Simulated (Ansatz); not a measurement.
# InSe (R3m): zone-centre modes under pressure, part 2 of 3

Aim: how do the optical modes of InSe (R3m) move with volume?

Ansatz 0.2.0; DFT LDA, scalar-relativistic, plane waves, PAW; PAW set soft_1.

So far: Starting point; Relaxation.

The database entry behind the starting cell differs from later determinations by our own check (c about 1.5 % long), so it need not match the best structure at ambient conditions.

**3. Tight relaxation**

Phonons need small forces and stress, so the relaxation is finished with tight tolerances on 12×12×12 k points.

The input, input.yaml:

```yaml
crystal:
  lattice:
    - [1.9864101554, 1.146854438, 8.1333062922]
    - [-1.9864101554, 1.146854438, 8.1333062922]
    - [0.0, -2.2937088759, 8.1333062922]
  atoms:
    - { symbol: Se, position: [0.3858130423, 0.3858130423, 0.3858130423] }
    - { symbol: Se, position: [0.1695548991, 0.1695548991, 0.1695548991] }
    - { symbol: In, position: [1.0005128556, 0.0005128556, 0.0005128556] }
    - { symbol: In, position: [0.888119203, 0.888119203, 0.888119203] }
kpoints:
  mp_grid: { grid: [12, 12, 12] }
hamiltonian:
  xc: lda
  pseudopotentials: { kind: paw, azcp: { folder: soft_1 }, xc_functional: pbe }
scf:
  occupations: { method: gaussian, width: 0.01 }
output:
  forces: true
  stress: true
  eigenvalues: true
relax:
  adjacent_minimum: "off"
  f_tol: 0.001
  max_steps: 60
  cell: { stress_tol: 0.01 }
```

On the command line:

```console
$ ansatz run input.yaml --threads 4 --pin off --max-ram 16384MiB --backend cpu --events-out ev --progress --plain --runs-dir out
```

Numbers of over 12 decimals in the logs are rounded to 6 here.

The program printed:

```text
[...]
Crystal: 4 atoms, lattice volume = 111.172 Å³
Basis set: ecut = 420 eV, 2193 PW (Γ), FFT grids on a1−a3, a2−a3, a3
Bands: 35, of which v1, the nominal top of the filled ones, is band 29 counted from 1 (28 counted from 0)
Symmetry: 6 space group operations
[...]
k-points: 189 of 1728 (time reversal used)
[...]
--- Relaxed structure (3 steps of the walk, 3 accepted, 1 SCFs on fresh bases) ---
[...]
cell:  # Å, volume = 111.1396 Å³
    - [1.986649, 1.146992, 8.128980]
    - [-1.986649, 1.146992, 8.128980]
    - [0, -2.293985, 8.128980]
  atoms:
    - { symbol: Se, position: [0.385850, 0.385850, 0.385850] }
    - { symbol: Se, position: [0.169521, 0.169521, 0.169521] }
    - { symbol: In, position: [1.000534, 0.000534329, 0.000534329] }
    - { symbol: In, position: [0.888096, 0.888096, 0.888096] }
[key lines of the parts left out:]
SCF converged after 5 iterations
Free energy (F): -21682.868650 eV
Fermi energy:    7.669255 eV
P = ⅓ Tr σ = 0.0006 GPa (0.006 kbar)
```

The job ended after 17 s (4 threads of AMD EPYC 9R45, shared host; peak memory 0.88 GiB; 68 s of CPU time).

Little changed from the start: no atom moved by 0.005 Å and no cell edge by 0.1 %.

Numbers from this step:

```yaml
pressure: 5.79e-4 GPa
gap_on_the_k_mesh: 0.1967 eV
volume_per_atom: 27.78 Å³
```

The largest force component left is 0.48 meV/Å and the pressure is 0.001 GPa, within the tolerances set. The cell now holds 27.78 Å³/atom.

**4. Zone-centre response at rest**

The force constants come from the linear response of the density to a displacement.

The modes at rest are the reference of the series.

input.yaml, the sections that differ from step 3:

```yaml
crystal:
  lattice:
    - [1.9866491153, 1.1469924015, 8.1289795169]
    - [-1.9866491153, 1.1469924015, 8.1289795169]
    - [0.0, -2.293984803, 8.1289795169]
  atoms:
    - { symbol: Se, position: [0.3858495684, 0.3858495684, 0.3858495684] }
    - { symbol: Se, position: [0.1695205505, 0.1695205505, 0.1695205505] }
    - { symbol: In, position: [1.0005343288, 0.0005343288, 0.0005343288] }
    - { symbol: In, position: [0.8880955523, 0.8880955523, 0.8880955523] }
output:
  eigenvalues: true
phonons:
  method: dfpt
# kpoints, hamiltonian, scf: as in step 3
# relax: removed
```

The program printed:

```text
[...]
Crystal: 4 atoms, lattice volume = 111.140 Å³
Basis set: ecut = 420 eV, 2193 PW (Γ), exchange–correlation on 120×120×120 points (8 copies of the dense FFT grid, shifted against one another)
Bands: 35, of which v1, the nominal top of the filled ones, is band 29 counted from 1 (28 counted from 0)
Symmetry: 6 space group operations
k-points: 476 of 1728 (irreducible under 2 space group operations, time reversal used)
[...]
SCF iter   1: F=—  HF=-21685.635112 eV  |F-HF|=—  |Δ(HF+E_count)|=         —  Δρ=4.97e-2  dr2=1.52e1  ethr=3.10e-3  ⟨swp⟩=6.7  Hψ=73615  notcnv=0
[...]
SCF iter  13: F=-21682.868652 eV  HF=-21682.868652 eV  |F-HF|=7.28e-12  |Δ(HF+E_count)|=  7.28e-12  Δρ=2.82e-8  dr2=1.15e-12  ethr=1.00e-12  ⟨swp⟩=12.9  Hψ=94472  notcnv=0
SCF 1 converged in 13 iterations: F = -21682.868652 eV  dr2 = 1.15e-12
[...]
DFPT response loops at Γ: preconditioner auto → Resta (q_TF=auto, 2.448 Å⁻¹)  ε∞=17.5 (no band partly filled); β = 1.00, the filter's whole step (`scf.mixing.beta` (0.50) is not read by the response loops at its default; to damp them type it under 1.00, their step now; it binds the ground state too); Broyden in place of MSR1
SCF converged after 13 iterations
Free energy (F): -21682.868652 eV
[...]
Internal energy: -21682.868652 eV  (E = F + TS)
E sigma→0 (E₀):  -21682.868652 eV
Fermi energy:    7.669255 eV
[...]
--- Band table (eV; the first three rows and the last of 476) ---
  k-point 0: bands = [... 25 lower, 6.1074, 6.1074, 6.2786, 6.2786, 9.2779, 9.4940, 11.7657, 11.7657, ... 2 higher]
  k-point 1: bands = [... 25 lower, 5.9410, 6.0054, 6.2032, 6.2730, 9.4425, 9.8940, 11.3459, 11.8400, ... 2 higher]
  k-point 2: bands = [... 25 lower, 5.6781, 5.7615, 5.9951, 6.3792, 9.6298, 10.1065, 11.1452, 11.9342, ... 2 higher]
  k-point 475: bands = [... 25 lower, 6.0294, 6.3678, 6.3678, 7.5709, 7.7676, 9.5553, 11.6464, 11.6464, ... 2 higher]
--- Phonons (Γ-DFPT): 8 representative perturbations + reference, on 476 of 1728 k-points (Σ response iterations 24) ---
  k mesh reduced under 2 symmetry operations, with k and −k counted as one. Each operation leaves every solved perturbation unchanged. A smaller set is not used because it would not reduce the number of displacements times k-points to solve
  ASR residual: 6.499e-5 → 0.000e0 eV/Å²; symmetrization residual: 2.132e-5 eV/Å²
  ASR residual per site (eV/Å²): 3.85e-5 5.54e-5 5.49e-5 6.50e-5
  Γ frequencies (cm⁻¹): 0.00 0.00 0.00 40.05 40.05 114.15 175.86 175.86 178.37 178.37 190.16 227.25
  non-analytic LO–TO correction: not included (Born effective charges unavailable; polar crystals: no LO–TO splitting at Γ)
```

The job ended after 5.2 min (4 threads; peak memory 5.4 GiB; 20 min of CPU time).

Reading the cycles: dr2 is the Hartree energy of the density residual (eV), the measure of convergence; HF is the Harris–Foulkes estimate of the energy, which meets the free energy F at convergence.

This step gave:

```yaml
sum_rule_residual_before_enforcement: 6.50e-5 eV/Å²
point_group: 3m
highest_optical_mode_at_the_zone_centre_no_lo_to_term: 227.2 cm⁻¹
lowest_optical_zone_centre_mode: 40.05 cm⁻¹
```

Without the LO-TO term. Patterns of degenerate modes are one choice out of their space. The modes at Γ (shares of kinetic energy by element, %):

```
mode  frequency (cm⁻¹)  symmetry  Se %  In %
   1               0.0  acoustic    41    59
   2               0.0  acoustic    41    59
   3               0.0  acoustic    41    59
   4              40.0         E    37    63
   5              40.0         E    37    63
   6             114.2        A1    70    30
   7             175.9         E    62    38
   8             175.9         E    62    38
   9             178.4         E    60    40
  10             178.4         E    60    40
  11             190.2        A1    59    41
  12             227.2        A1    30    70
```

Displacements in mode 5 (40.0 cm⁻¹), the largest set to 1:
```
Se1 -0.92  0.04  0.00
Se2  0.91 -0.04  0.00
In3 -0.99  0.05  0.00
In4  1.00 -0.05  0.00
```

Displacements in mode 12 (227.2 cm⁻¹), the largest set to 1:
```
Se1  0.00  0.00  0.75
Se2  0.00  0.00 -0.80
In3  0.00  0.00 -0.97
In4  0.00  0.00  1.00
```

Before it was imposed, the acoustic sum rule was missed by 6.5e-5 eV/Å². Small misses are needed for a sound result but don't prove that mesh and cutoff are converged. The lowest optical mode is real, 40.0 cm⁻¹.

**5. A member of the series: 1.06 times the volume at rest**

The cell is set to 1.06 times the volume at rest, and shape and atoms relax at that volume.

input.yaml, the sections that differ from step 4:

```yaml
crystal:
  lattice:
    - [2.0111708384, 1.1611500249, 8.407876125]
    - [-2.0111708384, 1.1611500249, 8.407876125]
    - [0.0, -2.3223000498, 8.407876125]
  atoms:
    - { symbol: Se, position: [0.3829472037, 0.3829472037, 0.3829472037] }
    - { symbol: Se, position: [0.1723948881, 0.1723948881, 0.1723948881] }
    - { symbol: In, position: [0.9993089252, -0.0006910748, -0.0006910748] }
    - { symbol: In, position: [0.889348983, 0.889348983, 0.889348983] }
output:
  forces: true
  stress: true
  eigenvalues: true
relax:
  adjacent_minimum: "off"
  f_tol: 0.001
  max_steps: 60
  cell: { stress_tol: 0.01, fix: [volume] }
# kpoints, hamiltonian, scf: as in step 4
# phonons: removed
```

The program printed:

```text
[...]
Crystal: 4 atoms, lattice volume = 117.808 Å³
Basis set: ecut = 420 eV, 2309 PW (Γ), FFT grids on a1−a3, a2−a3, a3
Bands: 35, of which v1, the nominal top of the filled ones, is band 29 counted from 1 (28 counted from 0)
Symmetry: 6 space group operations
[...]
k-points: 189 of 1728 (time reversal used)
[...]
--- Relaxed structure (5 steps of the walk, 4 accepted, 1 SCFs on fresh bases) ---
[...]
cell:  # Å, volume = 117.8080 Å³
    - [2.001275, 1.155436, 8.491235]
    - [-2.001275, 1.155436, 8.491235]
    - [0, -2.310873, 8.491235]
  atoms:
    - { symbol: Se, position: [0.381260, 0.381260, 0.381260] }
    - { symbol: Se, position: [0.174074, 0.174074, 0.174074] }
    - { symbol: In, position: [0.998496, -0.00150376, -0.00150376] }
    - { symbol: In, position: [0.890169, 0.890169, 0.890169] }
[key lines of the parts left out:]
SCF converged after 6 iterations
Free energy (F): -21682.841841 eV
Fermi energy:    6.840285 eV
P = ⅓ Tr σ = -1.0819 GPa (-10.819 kbar)
```

The job ended after 30 s (4 threads; peak memory 0.9 GiB).

Relaxation path:

```
step  energy less that of the first step (eV)  largest force component (eV/Å)  pressure (GPa)  volume (Å³)
   1                                   0.0000                          0.1392           -1.79       117.81
   2                                   0.0037                          0.1879           -0.44       117.81
   3                                  -0.0046                          0.0007           -1.17       117.81
   4                                  -0.0049                          0.0065           -1.09       117.81
   5                                  -0.0049                          0.0001           -1.08       117.81
  6*                                  -0.0049                          0.0002           -1.08       117.81
```

Relaxation steps marked * repeat the geometry before them on a plane-wave basis chosen anew for their cell, so energy and pressure can jump there. Relaxation step 2 was tried and not accepted.

Forces are held to the 6 operations that the run works with; a distortion that breaks them can't arise in this run.

```
conventional cell, symmetrised  before   after  change
                         a (Å)   4.022   4.003  -0.5 %
                         b (Å)   4.022   4.003  -0.5 %
                         c (Å)  25.224  25.474  +1.0 %
              volume (Å³/atom)   29.45   29.45  +0.0 %
```

The atoms that moved most (Å, as changes of fractional coordinates times the final cell):

```
atom     dx     dy      dz  length
 Se1  0.000  0.000  -0.043   0.043
 Se2  0.000  0.000   0.043   0.043
 In4  0.000  0.000   0.021   0.021
 In3  0.000  0.000  -0.021   0.021
```

The relaxed structure:

```xyz
4
Lattice="2.0013 1.1554 8.4912 -2.0013 1.1554 8.4912 0.0000 -2.3109 8.4912" Properties=species:S:1:pos:R:3 pbc="T T T"
Se    0.0000    0.0000    9.7121
Se    0.0000    0.0000    4.4343
In    2.0013    1.1554    8.4529
In    0.0000    0.0000   22.6759
```

Numbers from this step:

```yaml
pressure: -1.082 GPa
gap_on_the_k_mesh: 0.3010 eV
volume_per_atom: 29.45 Å³
```

The largest force component left is 0.16 meV/Å, at a pressure of -1.08 GPa.

**6. Modes of this member: 1.06 times the volume at rest**

The zone-centre modes follow for 1.06 times the volume at rest.

input.yaml, the sections that differ from step 5:

```yaml
crystal:
  lattice:
    - [2.0012746182, 1.1554364395, 8.4912349189]
    - [-2.0012746182, 1.1554364395, 8.4912349189]
    - [0.0, -2.310872879, 8.4912349189]
  atoms:
    - { symbol: Se, position: [0.3812604113, 0.3812604113, 0.3812604113] }
    - { symbol: Se, position: [0.1740742914, 0.1740742914, 0.1740742914] }
    - { symbol: In, position: [0.9984962365, -0.0015037635, -0.0015037635] }
    - { symbol: In, position: [0.8901690608, 0.8901690608, 0.8901690608] }
scf:
  occupations: { method: fixed }
output:
  eigenvalues: true
phonons:
  method: dfpt
# kpoints, hamiltonian: as in step 5
# relax: removed
```

The program printed:

```text
[...]
Crystal: 4 atoms, lattice volume = 117.808 Å³
Basis set: ecut = 420 eV, 2321 PW (Γ), exchange–correlation on 120×120×120 points (8 copies of the dense FFT grid, shifted against one another)
Bands: 35, of which v1, the nominal top of the filled ones, is band 29 counted from 1 (28 counted from 0)
Symmetry: 6 space group operations
k-points: 476 of 1728 (irreducible under 2 space group operations, time reversal used)
[...]
SCF iter   1: F=—  HF=-21685.585659 eV  |F-HF|=—  |Δ(HF+E_count)|=         —  Δρ=4.80e-2  dr2=1.51e1  ethr=3.10e-3  ⟨swp⟩=5.0  Hψ=61087  notcnv=0  defer=1788
[...]
SCF iter  12: F=-21682.841844 eV  HF=-21682.841844 eV  |F-HF|=3.27e-11  |Δ(HF+E_count)|=  3.82e-10  Δρ=1.51e-7  dr2=5.32e-11  ethr=1.00e-12  ⟨swp⟩=12.8  Hψ=101202  notcnv=0
SCF 1 converged in 12 iterations: F = -21682.841844 eV  dr2 = 5.32e-11
[...]
SCF converged after 12 iterations
Free energy (F): -21682.841844 eV
[...]
Internal energy: -21682.841844 eV  (E = F + TS)
E sigma→0 (E₀):  -21682.841844 eV
Fermi energy:    6.689784 eV
[...]
--- Band table (eV; the first three rows and the last of 476) ---
  k-point 0: bands = [... 25 lower, 5.4428, 5.4428, 5.4884, 5.4884, 8.1940, 8.6456, 10.9648, 10.9648, ... 2 higher]
  k-point 1: bands = [... 25 lower, 5.2069, 5.3464, 5.4116, 5.5556, 8.4278, 9.0419, 10.5478, 11.0435, ... 2 higher]
  k-point 2: bands = [... 25 lower, 4.8384, 5.1165, 5.2007, 5.6672, 8.7503, 9.3003, 10.3100, 11.2145, ... 2 higher]
  k-point 475: bands = [... 25 lower, 5.3624, 5.5747, 5.5747, 6.6898, 6.9908, 8.6886, 10.8960, 10.8960, ... 2 higher]
[...]
ASR residual: 6.478e-5 → 0.000e0 eV/Å²; symmetrization residual: 1.888e-5 eV/Å²
  ASR residual per site (eV/Å²): 2.78e-5 1.03e-5 6.48e-5 6.41e-5
[...]
```

Run time: 5.2 min. Hardware: 4 threads; peak memory 5.7 GiB.

This step gave:

```yaml
sum_rule_residual_before_enforcement: 6.48e-5 eV/Å²
highest_optical_mode_at_the_zone_centre_no_lo_to_term: 223.1 cm⁻¹
lowest_optical_zone_centre_mode: 38.55 cm⁻¹
```

Without the LO-TO term. Patterns of degenerate modes are one choice out of their space. The modes at Γ (shares of kinetic energy by element, %):

```
mode  frequency (cm⁻¹)  symmetry  Se %  In %
   1               0.0  acoustic    41    59
   2               0.0  acoustic    41    59
   3               0.0  acoustic    41    59
   4              38.5         E    38    62
   5              38.5         E    38    62
   6             105.9        A1    70    30
   7             171.3         E    62    38
   8             171.3         E    62    38
   9             174.4         E    59    41
  10             174.4         E    59    41
  11             188.9        A1    59    41
  12             223.1        A1    30    70
```

Without the LO-TO term the lowest optical mode is real, 38.5 cm⁻¹, and the highest lies at 223.1 cm⁻¹.

**7. Relaxation of a member: 0.9 times the volume at rest**

The cell is set to 0.9 times the volume at rest, and shape and atoms relax at that volume.

The input, input.yaml:

```yaml
crystal:
  lattice:
    - [1.92895109, 1.1136804311, 7.7602987946]
    - [-1.92895109, 1.1136804311, 7.7602987946]
    - [0.0, -2.2273608622, 7.7602987946]
  atoms:
    - { symbol: Se, position: [0.3902128131, 0.3902128131, 0.3902128131] }
    - { symbol: Se, position: [0.1652659259, 0.1652659259, 0.1652659259] }
    - { symbol: In, position: [1.0016790334, 0.0016790334, 0.0016790334] }
    - { symbol: In, position: [0.8868422276, 0.8868422276, 0.8868422276] }
kpoints:
  mp_grid: { grid: [12, 12, 12] }
hamiltonian:
  xc: lda
  pseudopotentials: { kind: paw, azcp: { folder: soft_1 }, xc_functional: pbe }
scf:
  occupations: { method: gaussian, width: 0.01 }
output:
  forces: true
  stress: true
  eigenvalues: true
relax:
  adjacent_minimum: "off"
  f_tol: 0.001
  max_steps: 60
  cell: { stress_tol: 0.01, fix: [volume] }
```

The program printed:

```text
[...]
Crystal: 4 atoms, lattice volume = 100.026 Å³
Basis set: ecut = 420 eV, 1969 PW (Γ), FFT grids on a1−a3, a2−a3, a3
Bands: 35, of which v1, the nominal top of the filled ones, is band 29 counted from 1 (28 counted from 0)
Symmetry: 6 space group operations
[...]
k-points: 189 of 1728 (time reversal used)
[...]
--- Relaxed structure (5 steps of the walk, 4 accepted, 1 SCFs on fresh bases) ---
[...]
cell:  # Å, volume = 100.0257 Å³
    - [1.929050, 1.113738, 7.759501]
    - [-1.929050, 1.113738, 7.759501]
    - [0, -2.227475, 7.759501]
  atoms:
    - { symbol: Se, position: [0.391100, 0.391100, 0.391100] }
    - { symbol: Se, position: [0.164414, 0.164414, 0.164414] }
    - { symbol: In, position: [1.001763, 0.00176342, 0.00176342] }
    - { symbol: In, position: [0.886722, 0.886722, 0.886722] }
[key lines of the parts left out:]
SCF converged after 7 iterations
Free energy (F): -21682.726403 eV
Fermi energy:    9.287933 eV
P = ⅓ Tr σ = 4.7467 GPa (47.467 kbar)
```

It took 26 s on 4 threads; peak memory 0.84 GiB.

Relaxation path:

```
step  energy less that of the first step (eV)  largest force component (eV/Å)  pressure (GPa)  volume (Å³)
   1                                   0.0000                          0.1694            5.21       100.03
   2                                   0.0050                          0.2366            4.14       100.03
   3                                  -0.0032                          0.0140            4.75       100.03
   4                                  -0.0032                          0.0069            4.75       100.03
   5                                  -0.0032                          0.0002            4.75       100.03
  6*                                  -0.0032                          0.0002            4.75       100.03
```

Relaxation steps marked * repeat the geometry before them on a plane-wave basis chosen anew for their cell, so energy and pressure can jump there. Relaxation step 2 was tried and not accepted.

Forces are held to the 6 operations that the run works with; a distortion that breaks them can't arise in this run.

```
conventional cell, symmetrised  before   after  change
                         a (Å)   3.858   3.858  +0.0 %
                         b (Å)   3.858   3.858  +0.0 %
                         c (Å)  23.281  23.279  -0.0 %
              volume (Å³/atom)   25.01   25.01  -0.0 %
```

The atoms that moved most (Å, as changes of fractional coordinates times the final cell):

```
atom     dx     dy      dz  length
 Se1  0.000  0.000   0.021   0.021
 Se2  0.000  0.000  -0.020   0.020
```

This step gave:

```yaml
pressure: 4.747 GPa
gap_on_the_k_mesh: 0.4898 eV
volume_per_atom: 25.01 Å³
```

The largest force component left is 0.15 meV/Å, at a pressure of 4.75 GPa.

[end of part 2 of 3]

[Logs are printed without paths, hosts, clocks, repeated set-up lines and the standing remarks that a program may print on its own settings, such as how far it seeks lower states.]

[Hosts, paths, dates, database ids (printed as entryN), source tags and the programs' standing remarks are cut or masked in the printed files.]
